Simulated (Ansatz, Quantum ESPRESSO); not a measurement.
# Conductance against width: vacuum gaps between two Al(111) faces, part 3 of 5

Wanted: T at the Fermi level along a series, and its decay constant, for vacuum gaps between two Al(111) faces.

Quantum ESPRESSO 7.5; plane-wave DFT, LDA, GBRV ultrasoft pseudopotentials; cross-check by Ansatz 0.2.0 with PAW datasets.

So far. Step 2 (Ground state, 5 Å): The run needed 104 iterations to bring the estimated error under 1e-07 Ry; the largest force on any atom, held or free, is 0.04 eV/Å.

## (4) The same in Ansatz, 5 Å

A second code with its own PAW datasets, on the same atoms.

Level of this step: plane-wave DFT, LDA, Ansatz PAW (Ansatz 0.2.0).

Contents of input.yaml:

```yaml
crystal:
  lattice:
    - [2.856711396, 0.0, 0.0]
    - [1.428355698, 2.4739846402, 0.0]
    - [0.0, 0.0, 44.6524164879]
  atoms:
    - { symbol: Al, position: [0.0, 0.0, 0.0] }
    - { symbol: Al, position: [0.333333333, 0.333333333, 0.0522367046] }
    - { symbol: Al, position: [0.666666667, 0.666666667, 0.1044734091] }
    - { symbol: Al, position: [0.0, 0.0, 0.1567101136] }
    - { symbol: Al, position: [0.333333333, 0.333333333, 0.2089468182] }
    - { symbol: Al, position: [0.666666667, 0.666666667, 0.2611835228] }
    - { symbol: Al, position: [0.0, 0.0, 0.3134202273] }
    - { symbol: Al, position: [0.333333333, 0.333333333, 0.3656569318] }
    - { symbol: Al, position: [0.666666667, 0.666666667, 0.4178936364] }
    - { symbol: Al, position: [0.0, 0.0, 0.5298696591] }
    - { symbol: Al, position: [0.333333333, 0.333333333, 0.5821063636] }
    - { symbol: Al, position: [0.666666667, 0.666666667, 0.6343430682] }
    - { symbol: Al, position: [0.0, 0.0, 0.6865797727] }
    - { symbol: Al, position: [0.333333333, 0.333333333, 0.7388164772] }
    - { symbol: Al, position: [0.666666667, 0.666666667, 0.7910531818] }
    - { symbol: Al, position: [0.0, 0.0, 0.8432898864] }
    - { symbol: Al, position: [0.333333333, 0.333333333, 0.8955265909] }
    - { symbol: Al, position: [0.666666667, 0.666666667, 0.9477632954] }
kpoints:
  mp_grid: { grid: [10, 10, 1] }
hamiltonian:
  xc: lda
scf:
  occupations: { method: fermi_dirac, width: 0.1 }
  convergence: { dr2_threshold: 1.0e-08 }
output:
  transmission: { leads: [[0, 3]], e_range: [-0.4, 0.4], de: 0.4, kmesh: [8, 8] }
  write_potential: true
  write_density: true
  volumetric_format: npy
```

Command:

```sh
> ansatz run input.yaml --threads 4 --pin off --max-ram 8192MiB --backend cpu --events-out ev --progress --plain --runs-dir out
```

The program printed:

```text
Engine: ansatz 0.2.0, aarch64-unknown-linux-gnu
Pseudopotentials: kind: paw
Pseudopotential: Al, paw, valence charge 3, recommended cutoff 420 eV (normal), Al.paw.azcp
Functional definition: SPW92
  exchange = slater_x
  correlation = pw_c
Crystal: 18 atoms, lattice volume = 315.579 Å³
Basis set: ecut = 420 eV, 6197 PW (Γ)
Bands: 45, of which v1, the nominal top of the filled ones, is band 27 counted from 1 (26 counted from 0)
Symmetry: 12 space group operations
Space group: P-3m1 (ITA 164), of the structure as read, at distance tolerance 6.8e-5 Å
k-points: 14 of 100
Non-local potential: Al, projectors of the file, l = 0: 2, l = 1: 2, l = 2: 1
PAW form: soft (Blöchl's): semilocal exchange-correlation on the pseudo side does not see the compensation charge
PAW frozen core: Al, regenerated for the run's functional, and the local potential with it (the file was generated under x = pbe(κ = 0.804, μ = 0.219515), c = pbe(β = 0.066725))
PAW one-centre angular grid: Al, 110 points (default); XC on 64 Gauss nodes
Initial density: superposition of atomic densities (neutral atoms: chi_scale 0, normalization atom), corrected by the library's trained network
Initial wavefunctions: pseudopotential atomic-orbital guess
Functional: x = slater, c = lda
SCF iter   1: F=—  HF=-9230.917472 eV  |F-HF|=—  |Δ(HF+E_count)|=         —  Δρ=3.34e-3  dr2=1.66e-1  ethr=1.77e-3  ⟨swp⟩=8.6  Hψ=3368  notcnv=0  defer=10
preconditioner: auto → LDOS  [metal: Δε(μ)=0.021 eV  Ē_g=7.192 eV  σ=0.100 eV  W_gap=0.05  n_scr=28 (ndim 8)  ℏωp=15.4 eV  f_vac=0.011  D(μ)=8.43/eV (n_scr^D=30)  β→1.0]
SCF iter   2: F=—  HF=-9230.902857 eV  |F-HF|=—  |Δ(HF+E_count)|=   1.46e-2  Δρ=5.09e-4  dr2=1.14e-3  ethr=3.07e-4  ⟨swp⟩=1.5  Hψ=750  notcnv=0  defer=11
preconditioner: auto → Kerker (q_TF=auto, 2.033 Å⁻¹)  [metal: Δε(μ)=0.019 eV  Ē_g=7.192 eV  σ=0.100 eV  W_gap=0.05  n_scr=28 (ndim 8)  ℏωp=15.4 eV  f_vac=0.005  D(μ)=8.47/eV (n_scr^D=30)  β→0.5]
SCF iter   3: F=—  HF=-9230.903093 eV  |F-HF|=—  |Δ(HF+E_count)|=   2.35e-4  Δρ=1.93e-4  dr2=3.07e-4  ethr=2.12e-6  ⟨swp⟩=2.1  Hψ=906  notcnv=0  defer=11
SCF iter   4: F=—  HF=-9230.903126 eV  |F-HF|=—  |Δ(HF+E_count)|=   3.34e-5  Δρ=4.95e-5  dr2=1.24e-4  ethr=5.69e-7  ⟨swp⟩=1.2  Hψ=568  notcnv=0  defer=11
SCF iter   5: F=—  HF=-9230.903128 eV  |F-HF|=—  |Δ(HF+E_count)|=   2.09e-6  Δρ=2.11e-5  dr2=6.75e-5  ethr=2.30e-7  ⟨swp⟩=1.1  Hψ=596  notcnv=0  defer=11
SCF iter   6: F=—  HF=-9230.903127 eV  |F-HF|=—  |Δ(HF+E_count)|=   1.43e-6  Δρ=8.66e-6  dr2=1.72e-6  ethr=1.25e-7  ⟨swp⟩=1.0  Hψ=565  notcnv=0  defer=11
SCF iter   7: F=—  HF=-9230.903114 eV  |F-HF|=—  |Δ(HF+E_count)|=   1.23e-5  Δρ=2.31e-6  dr2=8.30e-8  ethr=3.19e-9  ⟨swp⟩=2.0  Hψ=780  notcnv=0  defer=11
SCF iter   8: F=-9230.903114 eV  HF=-9230.903114 eV  |F-HF|=1.76e-9  |Δ(HF+E_count)|=   6.35e-9  Δρ=4.93e-7  dr2=2.90e-9  ethr=1.85e-11  ⟨swp⟩=18.7  Hψ=3029  notcnv=0
SCF 1 converged in 8 iterations: F = -9230.903114 eV  dr2 = 2.90e-9
  greatest PAW one-centre occupation: 0.476 electrons in one spin orbital (limit 2), on the Al atom at site 9 (counted from 0), in its partial waves of l = 0
transmission: 63 of 560 steps passed
transmission: 117 of 560 steps passed
[...]
transmission: 560 of 560 steps passed
SCF converged after 8 iterations
Free energy (F): -9230.903114 eV
Harris-Foulkes:  -9230.903114 eV  (|F-HF|=1.76e-9)
Internal energy: -9230.626922 eV  (E = F + TS)
E sigma→0 (E₀):  -9230.765018 eV
Entropy (-TS):   -0.276192 eV (-15.344 meV/atom)
Fermi energy:    7.127121 eV
--- Per-component energies (eV) ---
  E_band       = 145.806565
  E_kinetic    = 407.700676
  E_local      = -835.330384  (includes V_loc(G=0)·N_el)
  E_nonlocal   = 197.469673
  E_hartree    = 485.822088
  E_xc         = -705.719194
  E_vxc        = -524.346271  (∫ρ·V_xc dr)
  E_paw        = -7978.062674  (= ΣΔE_a)
  E_vpaw       = -71.329859  (= ΣTr[D̂ρ^β])
  E_aug_tail   = -0.000072  (compensation charges beyond the density's cutoff)
  E_ewald      = -803.509932
  E_core_change = 1.002898  (= ΣΔE_core)
  E_smearing   = -0.276192  (= −TS)
  E_closure    = -0.000000  (closes the sum)
  Σ components = -9230.903114   (vs F -9230.903114, Δ=0.00e0)
--- Band table (eV; the first three rows and the last of 14) ---
  k-point 0: bands = [... 23 lower, 6.8307, 7.3580, 8.5995, 8.9876, 10.4683, 10.6953, 12.4251, 12.5217, ... 14 higher]
  k-point 1: bands = [... 23 lower, 7.0484, 7.5762, 8.8083, 9.1981, 10.6607, 10.8914, 12.5755, 12.6905, ... 14 higher]
  k-point 2: bands = [... 23 lower, 7.6745, 8.1975, 9.3285, 9.7381, 10.5219, 10.9415, 11.0053, 11.0648, ... 14 higher]
  k-point 13: bands = [... 23 lower, 5.2830, 5.3325, 5.4661, 5.4772, 5.6454, 5.6982, 5.6998, 5.8481, ... 14 higher]
--- Transmission ---
  basis      : 61 plane waves across, 56 finite elements along
  points     : 10, standing for a mesh of 8 x 8
  energies   : 3 from -0.400000 to 0.400000 eV about the Fermi level, 0.400000 eV apart; the leads are filled to 0.000000 eV, and channels, transmission and decay are at 0.000000 eV
  crystal 0  : Al3, at the sites [0, 3], period 6.9975 Å, over 41.98 Å; its Hamiltonian steps by up to 12.0 meV
    offset         : up to 0.0000 Å between an atom of the period and one for which it stands
    channels       : 1.140625e0 a spin
    conductance    : none, the energies end too early or step too widely for 300 K: set another output.transmission.e_range or a lower de, or, where they end at an eighth of basis.ecutwfc, a higher one
  junction   : crystal 0 to crystal 0, -0.47 to 37.19 Å
    transmission   : 7.848549e-2 a spin
    conductance    : none, the energies end too early or step too widely for 300 K: set another output.transmission.e_range or a lower de, or, where they end at an eighth of basis.ecutwfc, a higher one
```

Run time: 14 s. Hardware: 4 threads of Arm Neoverse N1, shared host; peak memory 0.71 GiB; 49 s of CPU time.

Numbers from this step:

| Item | Value |
| --- | --- |
| free energy | -9230.9031 eV |
| energy at zero smearing | -9230.7650 eV |
| smearing term TS | 0.2762 eV |
| Fermi energy | 7.127 eV |
| symmetry operations | 12 |
| transmission at the Fermi level, one spin | 0.07849 |
| step of the lead's Hamiltonian over a period | 12 meV |

Per spin; mean over the k mesh across the current. The transmission, zone mean by energy, zero at the Fermi level:

| energy (eV) | transmission, zone mean |
| --- | --- |
| -0.400 | 0.0624 |
| 0.000 | 0.0785 |
| 0.400 | 0.146 |

Per spin; mean over the k mesh across the current. Table of open channels, zone mean by energy, zero at the Fermi level:

```csv
energy (eV),"open channels, zone mean"
-0.400,1.52
0.000,1.14
0.400,1.42
```

Ansatz finds T = 0.0785 against pwcond's 0.0903.

## (5) SCF with pw.x, 6 Å

Level of this step: plane-wave DFT, LDA, GBRV ultrasoft pseudopotentials (Quantum ESPRESSO 7.5).

Contents of j1.scf.in:

```
&control
  prefix = 'j1.scf'
  outdir = './out'
  pseudo_dir = './pseudo'
  calculation = 'scf'
  tprnfor = .true.
/
&system
  ibrav = 0
  nat = 18
  ntyp = 1
  ecutwfc = 40
  ecutrho = 200
  occupations = 'smearing'
  smearing = 'mv'
  degauss = 0.01
/
&electrons
  conv_thr = 1e-07
  mixing_beta = 0.25
  electron_maxstep = 120
  mixing_mode = 'local-TF'
/
ATOMIC_SPECIES
  Al  26.9815  al_lda_v1.uspp.F.UPF
CELL_PARAMETERS angstrom
  2.85671139599365 0.00000000000000 0.00000000000000
  1.42835569799683 2.47398464021101 0.00000000000000
  0.00000000000000 0.00000000000000 45.65241648794350
ATOMIC_POSITIONS crystal
  Al  0.000000000000 0.000000000000 0.000000000000
  Al  0.333333333000 0.333333333000 0.051092478054
  Al  0.666666667000 0.666666667000 0.102184956108
  Al  0.000000000000 0.000000000000 0.153277434162
  Al  0.333333333000 0.333333333000 0.204369912216
  Al  0.666666667000 0.666666667000 0.255462390270
  Al  0.000000000000 0.000000000000 0.306554868324
  Al  0.333333333000 0.333333333000 0.357647346379
  Al  0.666666667000 0.666666667000 0.408739824433
  Al  0.000000000000 0.000000000000 0.540167697513
  Al  0.333333333000 0.333333333000 0.591260175567
  Al  0.666666667000 0.666666667000 0.642352653621
  Al  0.000000000000 0.000000000000 0.693445131676
  Al  0.333333333000 0.333333333000 0.744537609730
  Al  0.666666667000 0.666666667000 0.795630087784
  Al  0.000000000000 0.000000000000 0.846722565838
  Al  0.333333333000 0.333333333000 0.897815043892
  Al  0.666666667000 0.666666667000 0.948907521946
K_POINTS automatic
  10 10 1 0 0 0
```

Command:

```sh
> OMP_NUM_THREADS=1 mpirun -n 4 pw.x -nk 4 -in j1.scf.in > j1.scf.out
```

The program printed:

```text
[banner, memory and clock lines left out]
Program PWSCF v.7.5 starts
[...]
number of electrons       =        54.00
     number of Kohn-Sham states=           32
     kinetic-energy cutoff     =      40.0000  Ry
     charge density cutoff     =     200.0000  Ry
[...]
number of k points=    14  Marzari-Vanderbilt smearing, width (Ry)=  0.0100
[...]
Dense  grid:   103565 G-vectors     FFT dimensions: (  25,  25, 400)
[...]
Starting wfcs are   72 randomized atomic wfcs
     estimated scf accuracy    <       1.80360026 Ry
     estimated scf accuracy    <       1.40510574 Ry
     estimated scf accuracy    <       0.03809335 Ry
     estimated scf accuracy    <       0.37517339 Ry
     estimated scf accuracy    <       0.09724147 Ry
     estimated scf accuracy    <       0.02180751 Ry
     estimated scf accuracy    <       0.00388700 Ry
     estimated scf accuracy    <       0.01765684 Ry
     estimated scf accuracy    <       0.06474712 Ry
     estimated scf accuracy    <       0.02606443 Ry
     estimated scf accuracy    <       0.01314331 Ry
     estimated scf accuracy    <       0.00568269 Ry
     estimated scf accuracy    <       0.00000415 Ry
     estimated scf accuracy    <       0.00000043 Ry
     estimated scf accuracy    <       0.00001439 Ry
     estimated scf accuracy    <       0.00000943 Ry
     estimated scf accuracy    <       0.00001134 Ry
     estimated scf accuracy    <       0.00003283 Ry
     estimated scf accuracy    <       0.00001184 Ry
     estimated scf accuracy    <       0.00000938 Ry
     estimated scf accuracy    <       0.00000018 Ry
[...]
the Fermi energy is     6.9394 ev
!    total energy              =    -119.49546124 Ry
     estimated scf accuracy    <       0.00000004 Ry
     smearing contrib. (-TS)   =      -0.00077720 Ry
     internal energy E=F+TS    =    -119.49468403 Ry
[...]
one-electron contribution =     -82.34127804 Ry
     hartree contribution      =      66.30475815 Ry
     xc contribution           =     -75.94104001 Ry
     ewald contribution        =     -27.51712414 Ry
     convergence has been achieved in  78 iterations
[...]
Total force =     0.003451     Total SCF correction =     0.000371
[...]
```

Run time: 5.8 min. Hardware: 4 MPI ranks; peak memory 0.63 GiB.

Read from the output:

| Quantity | Value |
| --- | --- |
| free energy | -1625.8186 eV |
| Fermi energy | 6.939 eV |

## (6) Transmission with pwcond.x, 6 Å

Contents of j1.cond.in:

```
&inputcond
  outdir = './out'
  prefixt = 'j1.scf'
  tran_file = 'j1.cond.dat'
  bdl = 2.4494897419
  bds = 15.9807590483
  ikind = 1
  ewind = 4.0
  epsproj = 1e-05
  nz1 = 7
  energy0 = 0.4
  denergy = -0.4
/
10
  0.00000000 0.00000000 0.01562500
  0.00000000 0.12500000 0.09375000
  0.00000000 0.25000000 0.09375000
  0.00000000 0.37500000 0.09375000
  0.00000000 0.50000000 0.04687500
  0.12500000 0.25000000 0.09375000
  0.12500000 0.37500000 0.18750000
  0.12500000 0.50000000 0.18750000
  0.25000000 0.50000000 0.09375000
  0.25000000 0.62500000 0.09375000
3
```

Command:

```sh
> OMP_NUM_THREADS=1 mpirun -n 4 pwcond.x -in j1.cond.in > j1.cond.out
```

The program printed:

```text
[banner, memory and clock lines left out]
Program PWCOND v.7.5 starts

     ./out/j1.scf.save/

     IMPORTANT: XC functional enforced from input :
     Exchange-correlation= PZ
                           (   1   1   0   0   0   0   0)
     Any further DFT definition will be discarded
     Please, verify this is what you really want

     Reading collected, re-writing distributed wavefunctions

===== INPUT FILE containing all the regions =====

     GEOMETRY:

     lattice parameter (alat)  =       5.3984  a.u.
     the volume                =    2177.3274 (a.u.)^3
[...]
---  E-Ef =   -0.4000000  k =    0.2500000   0.6250000
---  ie =          3  ik =         10
 Nchannels of the left tip =            1
 Right moving states:
   k1(2pi/a)   k2(2pi/a)   E-Ef (eV)
   0.1012067   0.0000040  -0.4000000
 Left moving states:
   k1(2pi/a)   k2(2pi/a)   E-Ef (eV)
  -0.1012067   0.0000040  -0.4000000

 to transmit
 Band j to band i transmissions and reflections:
    j         i     |T_ij|^2    |R_ij|^2

    1 -->     1     0.00043     0.99957
   Total T_j, R_j =    0.00043  0.99957

E-Ef(ev), T(x2 spins) =   -0.4000000   0.0008562
   T_tot     0.40000      0.50239E-01
   T_tot     0.00000      0.40053E-01
   T_tot    -0.40000      0.21346E-01
```

Run time: 44 s. Hardware: 4 MPI ranks; peak memory 0.24 GiB.

Numbers from this step:

- transmission at the Fermi level, one spin: 0.02003
- conductance: 0.02003 G₀

Per spin; mean over the k mesh across the current. The transmission, zone mean by energy, zero at the Fermi level:

| energy (eV) | transmission, zone mean |
| --- | --- |
| -0.400 | 0.0107 |
| 0.000 | 0.0200 |
| 0.400 | 0.0251 |

T goes from 0.0903 to 0.0200, a factor of 4.5.

## (7) Cross-check with Ansatz, 6 Å

Level of this step: plane-wave DFT, LDA, Ansatz PAW (Ansatz 0.2.0).

Contents of input.yaml:

```yaml
crystal:
  lattice:
    - [2.856711396, 0.0, 0.0]
    - [1.428355698, 2.4739846402, 0.0]
    - [0.0, 0.0, 45.6524164879]
  atoms:
    - { symbol: Al, position: [0.0, 0.0, 0.0] }
    - { symbol: Al, position: [0.333333333, 0.333333333, 0.0510924781] }
    - { symbol: Al, position: [0.666666667, 0.666666667, 0.1021849561] }
    - { symbol: Al, position: [0.0, 0.0, 0.1532774342] }
    - { symbol: Al, position: [0.333333333, 0.333333333, 0.2043699122] }
    - { symbol: Al, position: [0.666666667, 0.666666667, 0.2554623903] }
    - { symbol: Al, position: [0.0, 0.0, 0.3065548683] }
    - { symbol: Al, position: [0.333333333, 0.333333333, 0.3576473464] }
    - { symbol: Al, position: [0.666666667, 0.666666667, 0.4087398244] }
    - { symbol: Al, position: [0.0, 0.0, 0.5401676975] }
    - { symbol: Al, position: [0.333333333, 0.333333333, 0.5912601756] }
    - { symbol: Al, position: [0.666666667, 0.666666667, 0.6423526536] }
    - { symbol: Al, position: [0.0, 0.0, 0.6934451317] }
    - { symbol: Al, position: [0.333333333, 0.333333333, 0.7445376097] }
    - { symbol: Al, position: [0.666666667, 0.666666667, 0.7956300878] }
    - { symbol: Al, position: [0.0, 0.0, 0.8467225658] }
    - { symbol: Al, position: [0.333333333, 0.333333333, 0.8978150439] }
    - { symbol: Al, position: [0.666666667, 0.666666667, 0.9489075219] }
kpoints:
  mp_grid: { grid: [10, 10, 1] }
hamiltonian:
  xc: lda
scf:
  occupations: { method: fermi_dirac, width: 0.1 }
  convergence: { dr2_threshold: 1.0e-08 }
output:
  transmission: { leads: [[0, 3]], e_range: [-0.4, 0.4], de: 0.4, kmesh: [8, 8] }
  write_potential: true
  write_density: true
  volumetric_format: npy
  elf: true
```

Command:

```sh
> ansatz run input.yaml --threads 4 --pin off --max-ram 8192MiB --backend cpu --events-out ev --progress --plain --runs-dir out
```

The program printed:

```text
[...]
Crystal: 18 atoms, lattice volume = 322.647 Å³
Basis set: ecut = 420 eV, 6345 PW (Γ)
Bands: 45, of which v1, the nominal top of the filled ones, is band 27 counted from 1 (26 counted from 0)
Symmetry: 12 space group operations
[...]
k-points: 14 of 100
[...]
k-point 13: bands = [... 23 lower, 5.0386, 5.0920, 5.2232, 5.2338, 5.3987, 5.4542, 5.4554, 5.6054, ... 14 higher]
--- Transmission ---
  basis      : 61 plane waves across, 57 finite elements along
  points     : 10, standing for a mesh of 8 x 8
[...]
channels       : 1.140625e0 a spin
[...]
junction   : crystal 0 to crystal 0, -0.47 to 38.19 Å
    transmission   : 1.424247e-2 a spin
[...]
[key lines of the parts left out:]
SCF converged after 7 iterations
Free energy (F): -9230.868721 eV
Fermi energy:    6.881246 eV
```

Run time: 14 s. Hardware: 4 threads; peak memory 0.76 GiB; 51 s of CPU time.

This step gave:

* free energy: -9230.8687 eV
* energy at zero smearing: -9230.7326 eV
* smearing term TS: 0.2723 eV
* Fermi energy: 6.881 eV
* transmission at the Fermi level, one spin: 0.01424
* step of the lead's Hamiltonian over a period: 12.4 meV

Per spin; mean over the k mesh across the current. The transmission, zone mean by energy, zero at the Fermi level:

```csv
energy (eV),"transmission, zone mean"
-0.400,0.00992
0.000,0.0142
0.400,0.0257
```

Ansatz finds T = 0.0142 against pwcond's 0.0200.

[end of part 3 of 5]

[Long decimals in the printed logs are rounded to 6 places.]

[Repeated lines of the later SCF iterations (solver, time, negative density, dipole) and banner, clock, host and MPI lines are left out of these logs without a mark at each place.]

[Logs are printed without paths, hosts, clocks, repeated set-up lines and the standing remarks that a program may print on its own settings, such as how far it seeks lower states.]

[Hosts, paths, dates, database ids (printed as entryN), source tags and the programs' standing remarks are cut or masked in the printed files.]

[Maps of the electrostatic potential energy from Ansatz leave out the sawtooth potential of an applied field or a dipole correction, so their vacuum need not be flat; planar profiles and work functions include it.]
